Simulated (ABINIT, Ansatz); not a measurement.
**ZrB2 (P6/mmm): zone-centre phonons**

Which modes does ZrB2 (P6/mmm) have at the zone centre?

Method: DFT LDA, scalar-relativistic, plane waves, JTH PAW pseudopotentials, in ABINIT 10.8.3.

**1. The starting structure**

The structure is hexagonal, space group P6/mmm (No. 191). The conventional cell has a = 3.132 Å, b = 3.132 Å, c = 3.490 Å, α = 90.00°, β = 90.00°, γ = 120.00°. Nearest to Zr lie 12 B at 2.51 Å. Nearest to B lie 3 B at 1.81 Å and 6 Zr at 2.51 Å. Farther neighbours are not listed.

As a file:

```cif
data_structure
_symmetry_space_group_name_H-M 'P6/mmm'
_symmetry_Int_Tables_number 191
_cell_length_a 3.1324
_cell_length_b 3.1324
_cell_length_c 3.4900
_cell_angle_alpha 90.000
_cell_angle_beta 90.000
_cell_angle_gamma 120.000
_cell_volume 29.66
loop_
_atom_site_label
_atom_site_type_symbol
_atom_site_symmetry_multiplicity
_atom_site_Wyckoff_symbol
_atom_site_fract_x
_atom_site_fract_y
_atom_site_fract_z
_atom_site_occupancy
Zr1 Zr 1 a 0.00000 0.00000 0.00000 1
B1 B 2 d 0.33333 0.66667 0.50000 1
```

**2. Relaxing the cell and atoms**

The harmonic expansion needs vanishing forces, and a free crystal bears no stress, so cell and atoms are brought to rest. Stress is more sensitive to the basis than forces are: the last 3 Ha under the cutoff are smoothed with ecutsm, and the cutoff is raised above that of the later runs.

The starting cell comes from a relaxation made beforehand in Ansatz (LDA, PAW).

relax.abi reads:

```
# relaxation
ionmov 2
optcell 2
dilatmx 1.08
ntime 40
tolmxf 1.0d-05
tolvrs 1.0d-14
prtwf 0
prtden 0
chksymtnons 0

# basis, mesh and filling
ecut 24.0
ecutsm 3.0
pawecutdg 48.0
ngkpt 9 9 8
nshiftk 1
shiftk 0.0 0.0 0.0
istwfk *1
occopt 7
tsmear 0.01
nband 15
nstep 100
diemac 1000000.0
prtebands 0
prtgsr 0

# cell and atoms
acell 3*1.0 Angstrom
rprim 
    3.13237017 0.0 0.0
    -1.566185085 2.712712141 0.0
    0.0 0.0 3.490005336
ntypat 2
znucl 40 5
natom 3
typat 1 2 2
xred 
    0.0 0.0 0.0
    1/3 2/3 0.5
    2/3 1/3 0.5
pp_dirpath "./pseudo"
pseudos "Zr.xml, B.xml"
```

Started as:

```sh
OMP_NUM_THREADS=1 mpirun -n 4 abinit relax.abi > relax.log
```

Numbers of over 12 decimals in the logs are rounded to 6 here.

relax.abo, the main output file:

```text
[banners, grids, parts of the stress and lines that vanish by symmetry left out]
- input  file    -> relax.abi
- output file    -> relax.abo
- root for input  files -> relaxi
[...]
Symmetries : space group P6/m m m (#191); Bravais hP (primitive hexag.)
[...]
mpw =        1431          nfft =       28800          nkpt =          60
[...]
== DATASET  1 ==================================================================
[...]
cutoff_energies: {ecut:  24.0, pawecutdg:  48.0, }
[...]
ETOT  1  -53.541603527620    -5.354E+01 5.554E-01 2.255E+01
 ETOT  2  -53.557313871895    -1.571E-02 3.297E-02 1.471E+00
 ETOT  3  -53.557041704609     2.722E-04 1.109E-02 2.540E-01
 ETOT  4  -53.556991472755     5.023E-05 2.879E-03 7.317E-04
 ETOT  5  -53.556992576800    -1.104E-06 8.208E-04 1.016E-04
[...]
At SCF step   14       nres2   =  1.02E-15 < tolvrs=  1.00E-14 =>converged.
[...]
sigma(1 1)= -2.68189140E-06  sigma(3 2)=  0.00000000E+00
  sigma(2 2)= -2.68188924E-06  sigma(3 1)=  0.00000000E+00
  sigma(3 3)=  5.93310429E-06  sigma(2 1)=  0.00000000E+00
[...]
convergence: {deltae: -6.395E-14, res2:  1.020E-15, residm:  8.592E-06, diffor: null, }
etotal    :  -5.35569926E+01
[...]
ETOT  1  -53.556992947297    -5.356E+01 5.803E-05 6.351E-05
[...]
At SCF step    9       nres2   =  6.23E-16 < tolvrs=  1.00E-14 =>converged.
[...]
sigma(1 1)= -1.72872298E-06  sigma(3 2)=  0.00000000E+00
  sigma(2 2)= -1.72872083E-06  sigma(3 1)=  0.00000000E+00
  sigma(3 3)=  3.90729481E-06  sigma(2 1)=  0.00000000E+00
[...]
convergence: {deltae: -1.421E-13, res2:  6.228E-16, residm:  1.275E-06, diffor: null, }
etotal    :  -5.35569928E+01
[...]
ETOT  1  -53.556993479634    -5.356E+01 1.451E-03 2.291E-04
[...]
ETOT  8  -53.556992999463     1.066E-13 2.711E-07 5.576E-14
 ETOT  9  -53.556992999463     2.629E-13 1.178E-07 1.619E-15
 At SCF step    9       nres2   =  1.62E-15 < tolvrs=  1.00E-14 =>converged.
[...]
sigma(1 1)=  1.28549337E-08  sigma(3 2)=  0.00000000E+00
  sigma(2 2)=  1.28570898E-08  sigma(3 1)=  0.00000000E+00
  sigma(3 3)=  1.15616864E-08  sigma(2 1)=  0.00000000E+00
[...]
convergence: {deltae:  2.629E-13, res2:  1.619E-15, residm:  1.178E-07, diffor: null, }
etotal    :  -5.35569930E+01
[...]
At Broyd/MD step   3, gradients are converged :
[...]
sigma(1 1)=  1.28549337E-08  sigma(3 2)=  0.00000000E+00
  sigma(2 2)=  1.28570898E-08  sigma(3 1)=  0.00000000E+00
  sigma(3 3)=  1.15616864E-08  sigma(2 1)=  0.00000000E+00
[...]
- sigma(1 1)=  3.78205206E-04  sigma(3 2)=  0.00000000E+00
- sigma(2 2)=  3.78268641E-04  sigma(3 1)=  0.00000000E+00
- sigma(3 3)=  3.40156559E-04  sigma(2 1)=  0.00000000E+00
[...]
fcart     -6.0638129334E-29 -1.7504720149E-28 -0.0000000000E+00
           strten      1.2854933670E-08  1.2857089783E-08  1.1561686428E-08
================================================================================

[key lines of the parts left out:]
pressure_GPa:  -3.6554E-04
Total energy DC (eV): -9.91654983994868E+04
```

Wall time 43 s (4 MPI ranks of Intel Xeon at 2.70GHz, shared host); 2.8 min of CPU time.

Little changed from the start: no atom moved by 0.005 Å and no cell edge by 0.1 %.

Numbers from this step:

- volume per atom: 9.885 Å³
- pressure: -3.66e-4 GPa
- gap on the k-mesh: 0 eV

**3. Ground state**

The response is built on these wavefunctions, so the potential is converged far more tightly than an energy would need. Occupations are smeared.

gs.abi reads:

```
# ground state
tolvrs 1.0d-16
prtden 1
prtwf 1

# basis, mesh and filling
ecut 18.0
pawecutdg 36.0
ngkpt 9 9 8
nshiftk 1
shiftk 0.0 0.0 0.0
istwfk *1
occopt 7
tsmear 0.01
nband 15
nstep 100
diemac 1000000.0
prtebands 0
prtgsr 0

# cell and atoms
acell 3*1.0 Angstrom
rprim 
    3.13309245 0.0 0.0
    -1.566546225 2.713337654 0.0
    0.0 0.0 3.488199905
ntypat 2
znucl 40 5
natom 3
typat 1 2 2
xred 
    0.0 0.0 0.0
    1/3 2/3 0.5
    2/3 1/3 0.5
pp_dirpath "./pseudo"
pseudos "Zr.xml, B.xml"
```

Started as:

```sh
OMP_NUM_THREADS=1 mpirun -n 4 abinit gs.abi > gs.log
```

gs.abo, the main output file:

```text
[banners, grids, parts of the stress and lines that vanish by symmetry left out]
- input  file    -> gs.abi
- output file    -> gs.abo
- root for input  files -> gsi
[...]
Symmetries : space group P6/m m m (#191); Bravais hP (primitive hexag.)
[...]
mpw =         745          nfft =       15552          nkpt =          60
[...]
== DATASET  1 ==================================================================
[...]
cutoff_energies: {ecut:  18.0, pawecutdg:  36.0, }
[...]
ETOT  1  -53.546424992129    -5.355E+01 3.275E-01 1.060E+01
 ETOT  2  -53.556549732477    -1.012E-02 3.362E-02 5.878E-01
 ETOT  3  -53.556407494615     1.422E-04 1.459E-02 9.447E-02
 ETOT  4  -53.556379054311     2.844E-05 4.742E-03 2.746E-04
 ETOT  5  -53.556379834977    -7.807E-07 1.892E-03 3.162E-05
[...]
ETOT 14  -53.556379835617     7.105E-15 2.866E-05 2.809E-15
 ETOT 15  -53.556379835617    -1.918E-13 2.298E-05 3.112E-17
 At SCF step   15       nres2   =  3.11E-17 < tolvrs=  1.00E-16 =>converged.
[...]
sigma(1 1)=  6.00429173E-06  sigma(3 2)=  0.00000000E+00
  sigma(2 2)=  6.00429255E-06  sigma(3 1)=  0.00000000E+00
  sigma(3 3)=  4.63486767E-06  sigma(2 1)=  0.00000000E+00
[...]
convergence: {deltae: -1.918E-13, res2:  3.112E-17, residm:  2.298E-05, diffor: null, }
etotal    :  -5.35563798E+01
[...]
sigma(1 1)=  6.00429173E-06  sigma(3 2)=  0.00000000E+00
  sigma(2 2)=  6.00429255E-06  sigma(3 1)=  0.00000000E+00
  sigma(3 3)=  4.63486767E-06  sigma(2 1)=  0.00000000E+00
[...]
- sigma(1 1)=  1.76652361E-01  sigma(3 2)=  0.00000000E+00
- sigma(2 2)=  1.76652386E-01  sigma(3 1)=  0.00000000E+00
- sigma(3 3)=  1.36362515E-01  sigma(2 1)=  0.00000000E+00
[...]
fcart     -0.0000000000E+00 -0.0000000000E+00 -0.0000000000E+00
           strten      6.0042917257E-06  6.0042925463E-06  4.6348676731E-06
================================================================================

[key lines of the parts left out:]
pressure_GPa:  -1.6322E-01
Total energy DC (eV): -9.91654817144485E+04
```

Wall time 13 s (4 MPI ranks); 50 s of CPU time.

This step gave:

```
pressure : -0.1632 GPa
```

The cell stands at -0.16 GPa: the relaxation ran with a smoothed and higher cutoff, and the difference is a stress of the finite basis.

[end of part 1 of 3]

[Host names and launcher messages were left out of these logs when they were recorded.]

[Logs are printed without paths, hosts, clocks, repeated set-up lines and the standing remarks that a program may print on its own settings, such as how far it seeks lower states.]

[Hosts, paths, dates, database ids (printed as entryN), source tags and the programs' standing remarks are cut or masked in the printed files.]
